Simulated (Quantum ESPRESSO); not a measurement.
## Core-hole calculation of the In K edge in Sc3InB (Pm-3m)

What does one-electron theory with a core hole give for the In K edge of Sc3InB (Pm-3m)?

Method: X-ray absorption near-edge structure, plane-wave PAW PBEsol, one-electron final states by a Lanczos continued fraction, in Quantum ESPRESSO 7.5.

Report form: the programs' logs are mostly left out.

### Step 1. Starting point

Symmetry: Pm-3m, No. 221, cubic system. Conventional cell: a = 4.560 Å, b = 4.560 Å, c = 4.560 Å, α = 90.00°, β = 90.00°, γ = 90.00°. Nearest to In lie 12 Sc at 3.22 Å. Nearest to Sc lie 2 B at 2.28 Å and 8 Sc at 3.22 Å and 4 In at 3.22 Å. Nearest to B lie 6 Sc at 2.28 Å. Farther neighbours are not listed.

### Step 2. The field without a hole

A plain self-consistent run shows whether there is a gap, which decides the set-up of the core-hole run.

The PAW data sets are made with ld1.x, with reconstruction data.

Input file scf.in:

```
&control
   calculation='scf', prefix='x', pseudo_dir='../pp', outdir='tmp', tprnfor=.true.
/
&system
   ibrav=0, nat=5, ntyp=3, nbnd=30
   ecutwfc=50, ecutrho=450
   occupations='smearing', smearing='mv', degauss=0.015
/
&electrons
   conv_thr=5.0e-08, electron_maxstep=120
   mixing_beta=0.5
/
ATOMIC_SPECIES
In3 1.0 In.pbesol-dn-kjpaw.UPF
Sc 1.0 Sc.pbesol-spn-kjpaw.UPF
B 1.0 B.pbesol-n-kjpaw.UPF
CELL_PARAMETERS angstrom
  4.56000000 0.00000000 0.00000000
  0.00000000 4.56000000 0.00000000
  0.00000000 0.00000000 4.56000000
ATOMIC_POSITIONS crystal
In3  0.00000000 0.00000000 0.00000000
Sc   0.50000000 0.50000000 0.00000000
Sc   0.50000000 0.00000000 0.50000000
Sc   0.00000000 0.50000000 0.50000000
B    0.50000000 0.50000000 0.50000000
K_POINTS automatic
6 6 6 0 0 0
```

On the command line:

```bash
$ OMP_NUM_THREADS=1 mpirun --oversubscribe --bind-to none -np 4 pw.x -nk 4 -in scf.in > scf.out
```

Wall time 29 s (4 MPI ranks of Intel Xeon 6975P-C (Granite Rapids), shared host); peak memory 0.2 GiB; 1.9 min of CPU time.

Absorbing atoms carry a label of their own (element plus a letter or digit), as the spectrum program needs them as separate species.

The mesh shows no gap, so the system is treated as a metal and the core electron is put at the Fermi level (neutral cell).

### Step 3. Spectrum without a core hole, In atom 1

This cheap baseline ignores the attraction of the hole: it shows the absorber's empty states as they are in the ground state.

The absorber has 12 Sc at 3.22 Å (cuboctahedral, site symmetry m-3m).

Input file xspectra.in:

```
&input_xspectra
   calculation='xanes_dipole', edge='K'
   prefix='x', outdir='tmp', xiabs=1, xe0=10.2238
   xonly_plot=.false., x_save_file='xanes.sav'
   xniter=3000, xcheck_conv=20, xerror=0.005
   xcoordcrys=.false., xepsilon(1)=1, xepsilon(2)=0, xepsilon(3)=0
/
&plot
   xnepoint=501, xemin=-10, xemax=70, terminator=.true., cut_occ_states=.true.
   xgamma=0.4
/
&pseudos
   filecore='../In.wfc'
/
&cut_occ
   cut_desmooth=0.1, cut_stepl=0.05, cut_stepu=0.05, cut_ierror=1e-5
/
5 5 5 0 0 0
```

On the command line:

```bash
$ OMP_NUM_THREADS=1 mpirun --oversubscribe --bind-to none -np 4 xspectra.x -nk 4 -in xspectra.in > xspectra.out
```

The job ended after 30 s (4 MPI ranks; peak memory 0.18 GiB; 2 min of CPU time).

The core hole lives too briefly for so narrow a line (tabulated full width 7.9 eV). The run keeps xgamma small, and the tables are broadened afterwards: Lorentzian half width 3.96 eV (not a setting of the program: the run's 0.4 eV curve was folded afterwards with a further Lorentzian).

The In K spectrum, In atom 1, no core hole (energy from the energy zero of the input (xe0, at the border of filled and empty states); intensity scaled to a mean of 1 over the first 20 eV; folded afterwards to Lorentzian half width 3.96 eV; the points at xe0, where the cut of filled states can leave a spike, are interpolated):

| E (eV) | intensity |
| --- | --- |
| -2.0 | 0.28 |
| -1.4 | 0.30 |
| -0.8 | 0.34 |
| -0.2 | 0.37 |
| 0.4 | 0.41 |
| 1.0 | 0.46 |
| 1.6 | 0.51 |
| 2.2 | 0.56 |
| 2.8 | 0.62 |
| 3.4 | 0.68 |
| 4.0 | 0.75 |
| 4.6 | 0.81 |
| 5.2 | 0.87 |
| 5.8 | 0.93 |
| 6.4 | 0.99 |
| 7.0 | 1.03 |
| 7.6 | 1.07 |
| 8.2 | 1.11 |
| 8.8 | 1.14 |
| 9.4 | 1.16 |
| 10.0 | 1.19 |
| 10.6 | 1.21 |
| 11.2 | 1.24 |
| 11.8 | 1.25 |
| 12.4 | 1.26 |
| 13.0 | 1.26 |
| 13.6 | 1.25 |
| 14.2 | 1.23 |
| 14.8 | 1.21 |
| 15.4 | 1.18 |
| 16.0 | 1.15 |
| 16.6 | 1.12 |
| 17.2 | 1.10 |
| 17.8 | 1.09 |
| 18.4 | 1.08 |
| 19.0 | 1.08 |
| 19.6 | 1.09 |
| 20.2 | 1.10 |
| 20.8 | 1.12 |
| 21.4 | 1.14 |
| 22.0 | 1.17 |
| 22.6 | 1.20 |
| 23.2 | 1.24 |
| 23.8 | 1.27 |
| 24.4 | 1.30 |
| 25.0 | 1.33 |
| 25.6 | 1.35 |
| 26.2 | 1.37 |
| 26.8 | 1.38 |
| 27.4 | 1.38 |
| 28.0 | 1.38 |
| 28.6 | 1.37 |
| 29.2 | 1.36 |
| 29.8 | 1.35 |
| 30.4 | 1.33 |
| 31.0 | 1.32 |
| 31.6 | 1.30 |

Main maxima below 30 eV (height): 12.7 eV (1.26) and 27.6 eV (1.38). A K edge sees empty p states on the absorber.

### Step 4. Supercell without a hole, the energy reference

The photon energy needs a difference of total energies, so the cell and mesh of the coming hole run are first run without a hole.

Input file scf.in:

```
&control
   calculation='scf', prefix='x', pseudo_dir='../pp', outdir='tmp', tprnfor=.true.
/
&system
   ibrav=0, nat=10, ntyp=3, nbnd=60
   ecutwfc=50, ecutrho=450
   occupations='smearing', smearing='mv', degauss=0.015
/
&electrons
   conv_thr=1.0e-07, electron_maxstep=120
   mixing_beta=0.5
/
ATOMIC_SPECIES
In 1.0 In.pbesol-dn-kjpaw.UPF
Sc 1.0 Sc.pbesol-spn-kjpaw.UPF
B 1.0 B.pbesol-n-kjpaw.UPF
CELL_PARAMETERS angstrom
  4.56000000 0.00000000 4.56000000
  0.00000000 4.56000000 4.56000000
  -4.56000000 0.00000000 4.56000000
ATOMIC_POSITIONS crystal
In   0.00000000 0.00000000 0.00000000
In   0.50000000 0.00000000 0.50000000
Sc   0.00000000 0.50000000 0.50000000
Sc   0.50000000 0.50000000 0.00000000
Sc   0.50000000 0.00000000 0.00000000
Sc   0.00000000 0.00000000 0.50000000
Sc   0.00000000 0.50000000 0.00000000
Sc   0.50000000 0.50000000 0.50000000
B    0.25000000 0.50000000 0.75000000
B    0.75000000 0.50000000 0.25000000
K_POINTS automatic
6 6 6 0 0 0
```

On the command line:

```bash
$ OMP_NUM_THREADS=1 mpirun --oversubscribe --bind-to none -np 4 pw.x -nk 4 -in scf.in > scf.out
```

Run time: 86 s. Hardware: 4 MPI ranks; peak memory 0.37 GiB.

Reference energy: -445931.707 eV with the cores included.

### Step 5. The atom with a core hole

The final state has one core electron fewer, so a PAW data set is made for an atom with that hole.

Input file In.pbesol-dn-kjpaw-1sch.ld1.in:

```
&input
   title='In', zed=49., rel=1, iswitch=3, dft='PBESOL',
   config='1s1 2s2 2p6 3s2 3p6 3d10 4s2 4p6 5s2 5p2 4d10'
/
&inputp
   file_pseudopw='In.pbesol-dn-kjpaw-1sch.UPF', author='',
   lpaw=.true.,
   pseudotype=3,
   lloc=-1,
   rcloc=1.9,
   which_augfun='PSQ',
   rmatch_augfun_nc=.true.,
   nlcc=.true.,
   new_core_ps=.true.,
   rcore=1.2,
   tm=.true.,
   zval=14,
   lgipaw_reconstruction=.true., use_paw_as_gipaw=.true.
/
6
5S  1  0  2.00  0.00  1.80  2.00  0.0
5S  1  0  0.00  3.00  1.80  2.00  0.0
5P  2  1  2.00  0.00  1.90  2.50  0.0
5P  2  1  0.00  6.00  1.90  2.50  0.0
4D  3  2  10.00  0.00  1.40  1.70  0.0
4D  3  2  0.00  5.00  1.40  1.70  0.0
```

On the command line:

```bash
$ ld1.x < In.pbesol-dn-kjpaw-1sch.ld1.in > In.pbesol-dn-kjpaw-1sch.ld1.out
```

Run time: 0.84 s. Hardware: 1 MPI rank; peak memory 0.13 GiB.

Removing the core electron and adding it to the valence shell costs the free atom 28045.0 eV.

### Step 6. Supercell with XCH, In atom 1

The holes are 6.4 Å apart. The excited electron is kept in the cell, where it fills the lowest empty states and screens the hole.

scf.in, as its differences from that of step 4:

```diff
@@ -4,3 +4,3 @@
 &system
-   ibrav=0, nat=10, ntyp=3, nbnd=60
+   ibrav=0, nat=10, ntyp=4, nbnd=61
    ecutwfc=50, ecutrho=450
@@ -13,2 +13,3 @@
 ATOMIC_SPECIES
+In0 1.0 In.pbesol-dn-kjpaw-1sch.UPF
 In 1.0 In.pbesol-dn-kjpaw.UPF
@@ -21,3 +22,3 @@
 ATOMIC_POSITIONS crystal
-In   0.00000000 0.00000000 0.00000000
+In0  0.00000000 0.00000000 0.00000000
 In   0.50000000 0.00000000 0.50000000
```

On the command line:

```bash
$ OMP_NUM_THREADS=1 mpirun --oversubscribe --bind-to none -np 4 pw.x -nk 4 -in scf.in > scf.out
```

It took 2.1 min on 4 MPI ranks; peak memory 0.38 GiB; 8.5 min of CPU time.

Energy with the hole: -417889.289 eV, cores included.

### Step 7. Spectrum with XCH, In atom 1

The Lanczos recursion gives the spectrum without computing empty bands; each polarisation needs a run of its own on the full k mesh. xe0 is set between filled and empty states, and states below it are cut, here at the Fermi level, which holds the excited electron. The file of filecore holds the core orbital, taken from the hole-free data set.

xspectra.in, as its differences from that of step 3:

```diff
@@ -2,3 +2,3 @@
    calculation='xanes_dipole', edge='K'
-   prefix='x', outdir='tmp', xiabs=1, xe0=10.2238
+   prefix='x', outdir='tmp', xiabs=1, xe0=10.4202
    xonly_plot=.false., x_save_file='xanes.sav'
```

On the command line:

```bash
$ OMP_NUM_THREADS=1 mpirun --oversubscribe --bind-to none -np 4 xspectra.x -nk 4 -in xspectra.in > xspectra.out
```

It took 1.9 min on 4 MPI ranks; peak memory 0.3 GiB; 7.6 min of CPU time.

The In K spectrum, In atom 1, excited-electron core hole (neutral cell) (energy from the energy zero of the input (xe0, at the border of filled and empty states); intensity scaled to a mean of 1 over the first 20 eV; folded afterwards to Lorentzian half width 3.96 eV; the points at xe0, where the cut of filled states can leave a spike, are interpolated):

| E (eV) | intensity |
| --- | --- |
| -2.00 | 0.31 |
| -1.25 | 0.35 |
| -0.50 | 0.40 |
| 0.25 | 0.47 |
| 1.00 | 0.54 |
| 1.75 | 0.62 |
| 2.50 | 0.71 |
| 3.25 | 0.81 |
| 4.00 | 0.90 |
| 4.75 | 0.99 |
| 5.50 | 1.06 |
| 6.25 | 1.11 |
| 7.00 | 1.15 |
| 7.75 | 1.18 |
| 8.50 | 1.19 |
| 9.25 | 1.20 |
| 10.00 | 1.21 |
| 10.75 | 1.21 |
| 11.50 | 1.20 |
| 12.25 | 1.19 |
| 13.00 | 1.16 |
| 13.75 | 1.12 |
| 14.50 | 1.08 |
| 15.25 | 1.04 |
| 16.00 | 1.00 |
| 16.75 | 0.97 |
| 17.50 | 0.95 |
| 18.25 | 0.95 |
| 19.00 | 0.95 |
| 19.75 | 0.96 |
| 20.50 | 0.98 |
| 21.25 | 1.01 |
| 22.00 | 1.04 |
| 22.75 | 1.07 |
| 23.50 | 1.09 |
| 24.25 | 1.11 |
| 25.00 | 1.12 |
| 25.75 | 1.13 |
| 26.50 | 1.13 |
| 27.25 | 1.11 |
| 28.00 | 1.10 |
| 28.75 | 1.08 |
| 29.50 | 1.06 |
| 30.25 | 1.04 |
| 31.00 | 1.02 |
| 31.75 | 1.00 |

Main maxima below 30 eV (height): 10.5 eV (1.21) and 25.8 eV (1.13). 

### Step 8. Supercell with FCH, In atom 1

The holes are 6.4 Å apart. The excited electron is left out and a uniform background balances the charge.

Changed against the first core-hole run: core hole to FCH.

scf.in, as its differences from that of step 6:

```diff
@@ -4,5 +4,6 @@
 &system
-   ibrav=0, nat=10, ntyp=4, nbnd=61
+   ibrav=0, nat=10, ntyp=4, nbnd=60
    ecutwfc=50, ecutrho=450
    occupations='smearing', smearing='mv', degauss=0.015
+   tot_charge=1
 /
```

On the command line:

```bash
$ OMP_NUM_THREADS=1 mpirun --oversubscribe --bind-to none -np 4 pw.x -nk 4 -in scf.in > scf.out
```

Wall time 78 s (4 MPI ranks); peak memory 0.38 GiB.

Energy with the hole: -417899.650 eV, cores included.

### Step 9. Spectrum with FCH, In atom 1

Changed against the first core-hole run: core hole to FCH.

xspectra.in, as its differences from that of step 7:

```diff
@@ -2,3 +2,3 @@
    calculation='xanes_dipole', edge='K'
-   prefix='x', outdir='tmp', xiabs=1, xe0=10.4202
+   prefix='x', outdir='tmp', xiabs=1, xe0=10.318
    xonly_plot=.false., x_save_file='xanes.sav'
```

On the command line:

```bash
$ OMP_NUM_THREADS=1 mpirun --oversubscribe --bind-to none -np 4 xspectra.x -nk 4 -in xspectra.in > xspectra.out
```

Elapsed: 1.8 min, on 4 MPI ranks; peak memory 0.3 GiB; 7.1 min of CPU time.

| E (eV) | first run | this run |
| --- | --- | --- |
| -2.0 | 0.31 | 0.30 |
| -1.0 | 0.37 | 0.36 |
| 0.0 | 0.44 | 0.44 |
| 1.0 | 0.54 | 0.53 |
| 2.0 | 0.65 | 0.64 |
| 3.0 | 0.78 | 0.76 |
| 4.0 | 0.90 | 0.89 |
| 5.0 | 1.01 | 1.00 |
| 6.0 | 1.10 | 1.09 |
| 7.0 | 1.15 | 1.15 |
| 8.0 | 1.18 | 1.18 |
| 9.0 | 1.20 | 1.20 |
| 10.0 | 1.21 | 1.21 |
| 11.0 | 1.21 | 1.21 |
| 12.0 | 1.19 | 1.20 |
| 13.0 | 1.16 | 1.17 |
| 14.0 | 1.11 | 1.12 |
| 15.0 | 1.05 | 1.06 |
| 16.0 | 1.00 | 1.01 |
| 17.0 | 0.96 | 0.97 |
| 18.0 | 0.95 | 0.95 |
| 19.0 | 0.95 | 0.95 |
| 20.0 | 0.97 | 0.97 |
| 21.0 | 1.00 | 0.99 |
| 22.0 | 1.04 | 1.03 |
| 23.0 | 1.08 | 1.07 |
| 24.0 | 1.11 | 1.10 |
| 25.0 | 1.12 | 1.12 |
| 26.0 | 1.13 | 1.13 |
| 27.0 | 1.12 | 1.12 |
| 28.0 | 1.10 | 1.10 |
| 29.0 | 1.07 | 1.08 |
| 30.0 | 1.04 | 1.05 |
| 31.0 | 1.02 | 1.02 |
| 32.0 | 0.99 | 1.00 |

Against the first run the r.m.s. difference is 1 %. The highest intensity below 24 eV goes from 10.5 eV (1.21) to 10.8 eV (1.21).

The photon energy of the zero moves by -0.04 eV.

### Step 10. What the core hole does

Both curves are counted from their own zero, so only the shift of weight within the empty states shows.

| E (eV) | no hole | XCH |
| --- | --- | --- |
| -2.0 | 0.28 | 0.31 |
| -1.0 | 0.32 | 0.37 |
| 0.0 | 0.38 | 0.44 |
| 1.0 | 0.46 | 0.54 |
| 2.0 | 0.54 | 0.65 |
| 3.0 | 0.64 | 0.78 |
| 4.0 | 0.75 | 0.90 |
| 5.0 | 0.85 | 1.01 |
| 6.0 | 0.95 | 1.10 |
| 7.0 | 1.03 | 1.15 |
| 8.0 | 1.10 | 1.18 |
| 9.0 | 1.15 | 1.20 |
| 10.0 | 1.19 | 1.21 |
| 11.0 | 1.23 | 1.21 |
| 12.0 | 1.26 | 1.19 |
| 13.0 | 1.26 | 1.16 |
| 14.0 | 1.24 | 1.11 |
| 15.0 | 1.20 | 1.05 |
| 16.0 | 1.15 | 1.00 |
| 17.0 | 1.11 | 0.96 |
| 18.0 | 1.08 | 0.95 |
| 19.0 | 1.08 | 0.95 |
| 20.0 | 1.09 | 0.97 |
| 21.0 | 1.13 | 1.00 |
| 22.0 | 1.17 | 1.04 |
| 23.0 | 1.23 | 1.08 |
| 24.0 | 1.28 | 1.11 |
| 25.0 | 1.33 | 1.12 |
| 26.0 | 1.36 | 1.13 |
| 27.0 | 1.38 | 1.12 |
| 28.0 | 1.38 | 1.10 |
| 29.0 | 1.37 | 1.07 |
| 30.0 | 1.34 | 1.04 |
| 31.0 | 1.32 | 1.02 |
| 32.0 | 1.29 | 0.99 |

With each curve scaled to its own mean, the area from −2 to 6 eV with the hole is 5.4 against 4.6, and the centre of weight from −1 to 20 eV moves by -0.6 eV: the hole pulls the absorber's empty states down.

### Step 11. Runs not followed above

These runs aren't followed: redraws of a spectrum that repeat one shown, runs with a planted fault or a state judged unsound, or a program's part that gave no sound spectrum.

| program | step | status | elapsed |
| --- | --- | --- | --- |
| Quantum ESPRESSO | no core hole, redrawn | converged | 2 s |
| Quantum ESPRESSO | spectrum with XCH, redrawn | converged | 2.2 s |

### Step 12. Outcome

```json
{"absorber and edge": "In K, atom 1 of the ground-state input (counted from 1)", "surroundings": "12 Sc at 3.22 Å (cuboctahedral, site symmetry m-3m)", "highest intensity below 24 eV": "10.5 eV above the zero, height 1.21"}
```

The In K edge of atom 1, with 12 Sc at 3.22 Å (cuboctahedral, site symmetry m-3m), has its highest intensity of the first 24 eV at 10.5 eV above the zero, 1.2 times the mean level of the first 20 eV (Lorentzian half width 3.96 eV (not a setting of the program: the run's 0.4 eV curve was folded afterwards with a further Lorentzian)). With each curve scaled to its own mean, the area from −2 to 6 eV with the hole is 5.4 against 4.6, and the centre of weight from −1 to 20 eV moves by -0.6 eV: the hole pulls the absorber's empty states down. Changing the core hole to FCH alters the shape by 1 % r.m.s., so the result is insensitive to this choice. The holes are only 6.4 Å apart, so the shape is probably not converged with cell size; no larger cell was run here. The structure is a published determination, not relaxed.

[Logs are printed without paths, hosts, clocks, repeated set-up lines and the standing remarks that a program may print on its own settings, such as how far it seeks lower states.]

[Hosts, paths, dates, database ids (printed as entryN), source tags and the programs' standing remarks are cut or masked in the printed files.]

[Lists of maxima count a maximum above −3 eV only where it reaches 4 % of the highest in the window and stands out from its surroundings by 2 % of it (1.5 % where it reaches 55 %); shoulders and weaker maxima are passed over, and of the rest the first, up to two pre-edge ones and the few strongest are named.]
